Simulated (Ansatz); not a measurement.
# Resistivity from frozen vibrations: Ti(0001) with 2 thermally displaced layers, 2x2

How much do lattice vibrations at 80 K scatter the electrons of Ti? Layers with random displacements are laid between perfect leads, and the resistance is followed against their length.

Method: Ansatz plane-wave DFT, PBE, PAW files; ballistic transport by layer matching (Landauer), zero bias; PAW set soft_1, in Ansatz 0.2.0.

Report form: the programs' logs are mostly left out.

### Step 1. The starting structure

The cell holds 48 atoms: 48 Ti. Its edges and angles: a = 5.900 Å, b = 5.900 Å, c = 28.116 Å, α = 90.0°, β = 90.0°, γ = 120.0°. It derives from Ti. Regions: lead, 40 atoms (40 Ti); scattering region, 8 atoms (8 Ti). The structure is stacked along c, and the current runs across the ab planes.

### Step 2. With 2 displaced layers

Each atom of 2 layers is moved at random, by amounts drawn from a normal law 0.0473 Å wide in each direction from the Debye model (420 K) at 80 K. The layers about the cell's end stay perfect and serve as the lead. Disorder leaves little or no symmetry, which makes such runs dear. Energies from -0.05 to 0.05 eV in steps of 0.05 eV are too few for the program's thermal sum, so it prints no conductance; for a metal the transmission near the Fermi level serves, at a fraction of the cost.

input.yaml

```yaml
crystal:
  lattice:
    - [5.9, 0.0, 0.0]
    - [-2.95, 5.1095498823, 0.0]
    - [0.0, 0.0, 28.116]
  atoms:
    - { symbol: Ti, position: [0.1666666667, 0.3333333333, 0.0416666667] }
    - { symbol: Ti, position: [0.1666666667, 0.8333333333, 0.0416666667] }
    - { symbol: Ti, position: [0.6666666667, 0.3333333333, 0.0416666667] }
    - { symbol: Ti, position: [0.6666666667, 0.8333333333, 0.0416666667] }
    - { symbol: Ti, position: [0.3333333333, 0.1666666667, 0.125] }
    - { symbol: Ti, position: [0.3333333333, 0.6666666667, 0.125] }
    - { symbol: Ti, position: [0.8333333333, 0.1666666667, 0.125] }
    - { symbol: Ti, position: [0.8333333333, 0.6666666667, 0.125] }
[... 36 atom lines left out ...]
    - { symbol: Ti, position: [0.3333333333, 0.1666666667, 0.9583333333] }
    - { symbol: Ti, position: [0.3333333333, 0.6666666667, 0.9583333333] }
    - { symbol: Ti, position: [0.8333333333, 0.1666666667, 0.9583333333] }
    - { symbol: Ti, position: [0.8333333333, 0.6666666667, 0.9583333333] }
kpoints:
  mp_grid: { grid: [4, 4, 1] }
hamiltonian:
  xc: pbe
  pseudopotentials: { kind: paw, azcp: { folder: soft_1 } }
scf:
  occupations: { method: fermi_dirac, width: 0.1 }
output:
  transmission: { leads: [[0, 8]], kmesh: [8, 8], e_range: [-0.05, 0.05], de: 0.05 }
  write_potential: true
  write_density: true
  volumetric_format: npy
  elf: true
```

Launch:

```console
$ ansatz run input.yaml --threads 4 --pin off --max-ram 15360MiB --backend cpu --events-out ev --progress --plain --runs-dir out
```

The job ended after 7.6 min (4 threads of Arm Neoverse V2, shared host; peak memory 5.8 GiB; 26 min of CPU time).

Numbers from this step:

```yaml
free_energy: -119984.7914 eV
energy_at_zero_smearing: -119983.8733 eV
fermi_energy: 13.01 eV
cell_area: 30.15 Å²
transmission_per_spin_nearest_the_fermi_level: 2.555
open_channels_per_spin_nearest_the_fermi_level: 2.656
step_of_the_lead_s_potential: 2.6 meV
```

Per spin. The transmission, zone mean by energy, zero at the Fermi level:

```tsv
energy (eV)	transmission, zone mean
-0.0500	2.18
0.0000	2.55
0.0500	2.92
```

Per spin. The open channels, zone mean, lead by energy, zero at the Fermi level:

```tsv
energy (eV)	open channels, zone mean, lead
-0.0500	2.25
0.0000	2.66
0.0500	3.22
```

Transmission over k1 and k2. At 0.0000 eV from the Fermi level.

Ten even steps from '0' (1.58) to '9' (5.55):
```
19339000
03101300
03000030
59000009
00300003
00031013
10009339
50005000
```
Columns: k1 (b1) from -0.5 to 0.375; rows upwards: k2 (b2) from -0.5 to 0.375.

Open channels over k1 and k2. At 0.0000 eV from the Fermi level.

Values, 8 rows by 8 columns:
```
2.00 6.00 3.00 3.00 6.00 2.00 2.00 2.00
2.00 3.00 2.00 2.00 2.00 3.00 2.00 2.00
2.00 3.00 2.00 2.00 2.00 2.00 3.00 2.00
4.00 6.00 2.00 2.00 2.00 2.00 2.00 6.00
2.00 2.00 3.00 2.00 2.00 2.00 2.00 3.00
2.00 2.00 2.00 3.00 2.00 2.00 2.00 3.00
2.00 2.00 2.00 2.00 6.00 3.00 3.00 6.00
4.00 2.00 2.00 2.00 4.00 2.00 2.00 2.00
```
Columns: k1 (b1) from -0.5 to 0.375; rows upwards: k2 (b2) from -0.5 to 0.375.

ELF in the ca plane at fractional y = 0.165, with atoms of Ti within 0.2 Å of it. It is the smooth field of the valence electrons, not physical close to the nuclei.

Ten even steps from '0' (0.11) to '9' (0.73), each cell a mean:
```
12311574013211230278402210123115730232113301
77515999416777741799932665674169993267777417
99517989616999951898942799994289894279998428
66514998315656640599712666674159982266566416
12310453023111231034103311123114520221112311
10132001231011024210134100002320013310100232
20155223540022015422354001102542235400310254
00231000231010023100023100002310002310100231
12311574013211231157401321123015730232113301
77515999416777751599941677773169993267777417
99517989617999951798961699983289894279998428
66414998315655650499831576663159982266566416
12310453023111231035302321123114520231112311
10132001231011024210133101003310013310100232
20155223540022015421354013102542235400210254
00231000231010023100023002102310002310100231
```
Columns run along c (16.0 Å, from fractional 0.22 to 0.78 of the cell), rows up along a (5.9 Å). Atoms in or near the plane, at fractional coordinates: Ti at (0.29, 0.33), Ti at (0.29, 0.83), Ti at (0.46, 0.33), Ti at (0.46, 0.85), Ti at (0.62, 0.33), Ti at (0.62, 0.83).

Valence density in the ca plane at fractional y = 0.165, with atoms of Ti within 0.2 Å of it. It is the smooth field of the valence electrons, not physical close to the nuclei.

Values in units of 1e0 e/Å³, 9 rows by 16 columns, each cell a mean:
```
0.2 0.8 3.3 0.3 0.2 0.2 2.6 2.5 0.2 0.3 0.3 3.2 1.0 0.2 0.2 0.6
0.2 1.9 7.9 0.4 0.2 0.2 4.8 4.7 0.2 0.2 0.4 7.5 2.3 0.2 0.2 1.3
0.2 0.5 1.6 0.2 0.3 0.2 0.8 0.8 0.2 0.2 0.2 1.6 0.5 0.2 0.2 0.4
0.4 0.2 0.2 0.2 0.5 0.2 0.2 0.2 0.2 0.4 0.2 0.2 0.2 0.3 0.4 0.2
0.3 0.3 0.9 0.2 0.3 0.2 0.5 0.7 0.2 0.3 0.2 0.8 0.3 0.2 0.3 0.3
0.2 1.7 7.0 0.4 0.2 0.2 3.9 5.0 0.2 0.2 0.3 6.7 2.0 0.2 0.2 1.1
0.2 1.2 4.9 0.3 0.2 0.2 2.7 3.4 0.2 0.2 0.3 4.7 1.4 0.2 0.2 0.8
0.3 0.2 0.4 0.2 0.4 0.2 0.3 0.3 0.2 0.3 0.2 0.4 0.2 0.3 0.3 0.2
0.3 0.2 0.2 0.2 0.4 0.2 0.2 0.2 0.3 0.5 0.2 0.2 0.2 0.3 0.4 0.2
```
Columns run along c (16.0 Å, from fractional 0.22 to 0.78 of the cell), rows up along a (5.9 Å). Atoms in or near the plane, at fractional coordinates: Ti at (0.29, 0.33), Ti at (0.29, 0.83), Ti at (0.46, 0.33), Ti at (0.46, 0.85), Ti at (0.62, 0.33), Ti at (0.62, 0.83).

Electrostatic potential energy in the ca plane at fractional y = 0.165, with atoms of Ti within 0.2 Å of it. With pseudopotentials it is smooth inside the atoms' cores, unlike the true potential.

Values in eV, 9 rows by 16 columns, each cell a mean:
```
 12  -1 -19   9  12  12 -14 -13  11  10  10 -19  -2  12  12   2
 14  -8 -28   5  14  13 -21 -20  13  14   7 -27 -10  14  14  -4
 10   4 -10  10   9  12  -1  -1  12  10  11 -10   3  11  10   6
  3  13  12  13  -2   9  13  13  11   1  13  12  13   4   2  13
  9   8  -3  11   6  11   3   1  12   8  12  -3   7   9   8   9
 14  -7 -27   6  14  13 -18 -21  12  14   8 -26  -9  14  14  -3
 13  -4 -24   8  13  13 -14 -17  12  13   9 -23  -6  13  13   0
  6  11   5  12   2  10   8   7  10   4  13   5  10   7   5  11
  5  12   9  12   0   9  10  10   8  -2  12  10  12   6   3  13
```
Columns run along c (16.0 Å, from fractional 0.22 to 0.78 of the cell; values clipped at the 3rd and 97th percentile), rows up along a (5.9 Å). Atoms in or near the plane, at fractional coordinates: Ti at (0.29, 0.33), Ti at (0.29, 0.83), Ti at (0.46, 0.33), Ti at (0.46, 0.85), Ti at (0.62, 0.33), Ti at (0.62, 0.83).

Over the solved energies the transmission per spin lies between 2.18 and 2.92, out of 2.71 channels of the lead on average (up to 3.22).

### Step 3. With 6 displaced layers

Each atom of 6 layers is moved at random, by amounts drawn from a normal law 0.0473 Å wide in each direction from the Debye model (420 K) at 80 K. A fresh draw is used; the growth of the resistance with length is what counts.

System of this step: Ti(0001) with 6 thermally displaced layers, 2x2. The cell holds 64 atoms: 64 Ti. Its edges and angles: a = 5.900 Å, b = 5.900 Å, c = 37.488 Å, α = 90.0°, β = 90.0°, γ = 120.0°. It derives from Ti. Regions: lead, 40 atoms (40 Ti); scattering region, 24 atoms (24 Ti). The structure is stacked along c, and the current runs across the ab planes.

input.yaml

```yaml
crystal:
  lattice:
    - [5.9, 0.0, 0.0]
    - [-2.95, 5.1095498823, 0.0]
    - [0.0, 0.0, 37.488]
  atoms:
    - { symbol: Ti, position: [0.1666666667, 0.3333333333, 0.03125] }
    - { symbol: Ti, position: [0.1666666667, 0.8333333333, 0.03125] }
    - { symbol: Ti, position: [0.6666666667, 0.3333333333, 0.03125] }
    - { symbol: Ti, position: [0.6666666667, 0.8333333333, 0.03125] }
    - { symbol: Ti, position: [0.3333333333, 0.1666666667, 0.09375] }
    - { symbol: Ti, position: [0.3333333333, 0.6666666667, 0.09375] }
    - { symbol: Ti, position: [0.8333333333, 0.1666666667, 0.09375] }
    - { symbol: Ti, position: [0.8333333333, 0.6666666667, 0.09375] }
[... 52 atom lines left out ...]
    - { symbol: Ti, position: [0.3333333333, 0.1666666667, 0.96875] }
    - { symbol: Ti, position: [0.3333333333, 0.6666666667, 0.96875] }
    - { symbol: Ti, position: [0.8333333333, 0.1666666667, 0.96875] }
    - { symbol: Ti, position: [0.8333333333, 0.6666666667, 0.96875] }
kpoints:
  mp_grid: { grid: [4, 4, 1] }
hamiltonian:
  xc: pbe
  pseudopotentials: { kind: paw, azcp: { folder: soft_1 } }
scf:
  occupations: { method: fermi_dirac, width: 0.1 }
output:
  transmission: { leads: [[0, 8]], kmesh: [8, 8], e_range: [-0.05, 0.05], de: 0.05 }
  write_potential: true
  write_density: true
  volumetric_format: npy
```

It took 11 min on 4 threads; peak memory 9.4 GiB; 40 min of CPU time.

Numbers from this step:

```yaml
free_energy: -159979.4479 eV
energy_at_zero_smearing: -159978.2045 eV
transmission_per_spin_nearest_the_fermi_level: 2.235
step_of_the_lead_s_potential: 1.3 meV
```

Per spin. Transmission, zone mean against energy, zero at the Fermi level:

```tsv
energy (eV)	transmission, zone mean
-0.0500	1.94
0.0000	2.23
0.0500	2.34
```

Over the solved energies the transmission per spin lies between 1.94 and 2.34, out of 2.71 channels of the lead on average (up to 3.22).

### Step 4. With 10 displaced layers

Each atom of 10 layers is moved at random, by amounts drawn from a normal law 0.0473 Å wide in each direction from the Debye model (420 K) at 80 K. A fresh draw is used; the growth of the resistance with length is what counts.

System of this step: Ti(0001) with 10 thermally displaced layers, 2x2. The cell holds 80 atoms: 80 Ti. Cell: a = 5.900 Å, b = 5.900 Å, c = 46.860 Å, α = 90.0°, β = 90.0°, γ = 120.0°. It derives from Ti. Regions: lead, 40 atoms (40 Ti); scattering region, 40 atoms (40 Ti). The structure is stacked along c, and the current runs across the ab planes.

input.yaml

```yaml
crystal:
  lattice:
    - [5.9, 0.0, 0.0]
    - [-2.95, 5.1095498823, 0.0]
    - [0.0, 0.0, 46.86]
  atoms:
    - { symbol: Ti, position: [0.1666666667, 0.3333333333, 0.025] }
    - { symbol: Ti, position: [0.1666666667, 0.8333333333, 0.025] }
    - { symbol: Ti, position: [0.6666666667, 0.3333333333, 0.025] }
    - { symbol: Ti, position: [0.6666666667, 0.8333333333, 0.025] }
    - { symbol: Ti, position: [0.3333333333, 0.1666666667, 0.075] }
    - { symbol: Ti, position: [0.3333333333, 0.6666666667, 0.075] }
    - { symbol: Ti, position: [0.8333333333, 0.1666666667, 0.075] }
    - { symbol: Ti, position: [0.8333333333, 0.6666666667, 0.075] }
[... 68 atom lines left out ...]
    - { symbol: Ti, position: [0.3333333333, 0.1666666667, 0.975] }
    - { symbol: Ti, position: [0.3333333333, 0.6666666667, 0.975] }
    - { symbol: Ti, position: [0.8333333333, 0.1666666667, 0.975] }
    - { symbol: Ti, position: [0.8333333333, 0.6666666667, 0.975] }
kpoints:
  mp_grid: { grid: [4, 4, 1] }
hamiltonian:
  xc: pbe
  pseudopotentials: { kind: paw, azcp: { folder: soft_1 } }
scf:
  occupations: { method: fermi_dirac, width: 0.1 }
output:
  transmission: { leads: [[0, 8]], kmesh: [8, 8], e_range: [-0.05, 0.05], de: 0.05 }
  write_potential: true
  write_density: true
  volumetric_format: npy
```

Run time: 17 min. Hardware: 4 threads; peak memory 9.3 GiB; 62 min of CPU time.

Numbers from this step:

```
free energy                                   : -199974.0946 eV
energy at zero smearing                       : -199972.5281 eV
Fermi energy                                  : 13.00 eV
transmission per spin nearest the Fermi level : 2.100
step of the lead's potential                  : 3 meV
```

Per spin. Table of transmission, zone mean by energy, zero at the Fermi level:

```tsv
energy (eV)	transmission, zone mean
-0.0500	1.84
0.0000	2.10
0.0500	2.08
```

Over the solved energies the transmission per spin lies between 1.84 and 2.10, out of 2.71 channels of the lead on average (up to 3.22).

### Step 5. Resistance against length

This step: Ansatz plane-wave DFT, PBE, PAW files; ballistic transport by layer matching (Landauer), zero bias; resistivity from the slope of the area resistance; PAW set soft_1 (Ansatz 0.2.0).

Numbers from this step:

```
resistivity           : 22.05 µΩ cm
intercept             : 0.005438 fΩ m²
scatter about the fit : 0.02726 fΩ m²
```

Resistance, by row:

```tsv
run	length (Å)	T	channels N	RA (fΩ m²)
n2	4.686	2.55	2.708	0.08948
n6	14.06	2.173	2.708	0.354
n10	23.43	2.006	2.708	0.5028
```

The area resistance by length of the displaced region:

```tsv
length of the displaced region (Å)	area resistance (fΩ m²)
4.69	0.0895
14.06	0.354
23.43	0.503
```

The area resistance goes from 0.089 to 0.50 fΩ m² between 4.7 and 23.4 Å, a slope of 22 µΩ cm.

By hand from the end points: (0.5028 − 0.08948) fΩ m² / (23.43 − 4.69) Å = 22 µΩ cm, since 1 fΩ m² per Å is 1000 µΩ cm.

### Step 6. What came out

```yaml
resistivity_from_the_slope: 22.0 µΩ cm
area_resistance_over_4p69_a: 0.0895 fΩ m²
area_resistance_over_14p1_a: 0.354 fΩ m²
area_resistance_over_23p4_a: 0.503 fΩ m²
```

In words: The slope gives 22 µΩ cm. The points scatter by 0.027 fΩ m² about the line, with one random draw a length in a 2x2 cell, so the slope is a rough value. The mean square of the displacements drawn is 0.73, 0.99 and 0.93 of the nominal one at the three lengths; with each resistance scaled back by that, the slope is 22 µΩ cm, the value used below. Read with a model of isotropic scattering on a spherical Fermi surface and the lead's 0.70×10¹⁵ S/m², this slope means a mean free path near 53 Å; over these lengths the model's slope is 1.10 times its bulk resistivity, which would be 20 µΩ cm. This far under the Debye temperature the model doesn't describe a real metal: frozen displacements count zero-point motion as scattering and turn electrons through all angles, while in the metal the short-wave phonons freeze out.

[Logs are printed without paths, hosts, clocks, repeated set-up lines and the standing remarks that a program may print on its own settings, such as how far it seeks lower states.]

[Hosts, paths, dates, database ids (printed as entryN), source tags and the programs' standing remarks are cut or masked in the printed files.]
